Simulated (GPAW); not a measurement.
**BaTiO3 (Pm-3m): refractive index against wavelength**

The refractive index of BaTiO3 (Pm-3m) below the direct gap (1.91 eV on the mesh) is read from one computed spectrum, n = √(Re ε).

The structure is cubic, space group Pm-3m (No. 221). Conventional cell: a = 4.006 Å, b = 4.006 Å, c = 4.006 Å, α = 90.00°, β = 90.00°, γ = 90.00°. Around Ba on site b lie 12 O at 2.83 Å. Ti on site a has 6 O at 2.00 Å as nearest neighbours. O on site d is surrounded by 2 Ti at 2.00 Å.

Method: GPAW 26.7.0, PBE, RPA, k-mesh 8×8×8, local fields up to 70 eV, Lorentzian half width 0.12 eV.

Launch of the response step: `OMP_NUM_THREADS=1 python df.py`. The run took 95 s, its band step included, on 1 thread of Arm Neoverse V2, on a shared host.

| wavelength (nm) | photon energy E (eV) | n |
| --- | --- | --- |
| 3000 | 0.413 | 2.4725 |
| 2000 | 0.620 | 2.4831 |
| 1550 | 0.800 | ? |
| 1310 | 0.946 | 2.5102 |
| 1064 | 1.165 | 2.5372 |

In the single-oscillator model n² − 1 = E₀E_d/(E₀² − E²), so 1/(n² − 1) = E₀/E_d − E²/(E₀E_d) is linear in E².

Working, on the rows shown:

| x = E² (eV²) | y = 1/(n² − 1) |
| --- | --- |
| 0.170801 | 0.19557 |
| 0.384302 | 0.193581 |
| 0.895757 | 0.18864 |
| 1.35784 | 0.183912 |

Means: x̄ = 0.70218, ȳ = 0.19043. Σ(x − x̄)(y − ȳ) = -0.008353, Σ(x − x̄)² = 0.8508. Slope = -0.008353 / 0.8508 = -0.009818; intercept = ȳ − slope · x̄ = 0.19732. Turned back into n, the line misses the rows shown by at most 0.00064.

Question: What does the fit predict for the withheld row, and how well does it do?

Answer: At x = 0.63984 the line gives y = 0.19104, that is 2.4969. The run gave 2.4963, so the interpolation is off by 0.00061, 0.9 % of the range in the table.

Refitted with all rows, the slope is -0.009825 and the intercept 0.19735. These give E₀ = √(intercept/−slope) = 4.48 eV and E_d = E₀/intercept = 22.7 eV; E₀ is 2.3 times the direct gap. The electronic limit at long wavelengths, without lattice vibrations, is n = √(1 + 1/intercept) = 2.463. Excitons are left out; PBE gaps are as a rule too small. The values come from a sum over the points of one k-mesh and carry its error, which grows as the direct gap shrinks. This version of GPAW has incomplete matrix elements in the optical limit, which can lower ε − 1 by up to a tenth where first-row anions or d states rule. Spin-orbit coupling is left out.
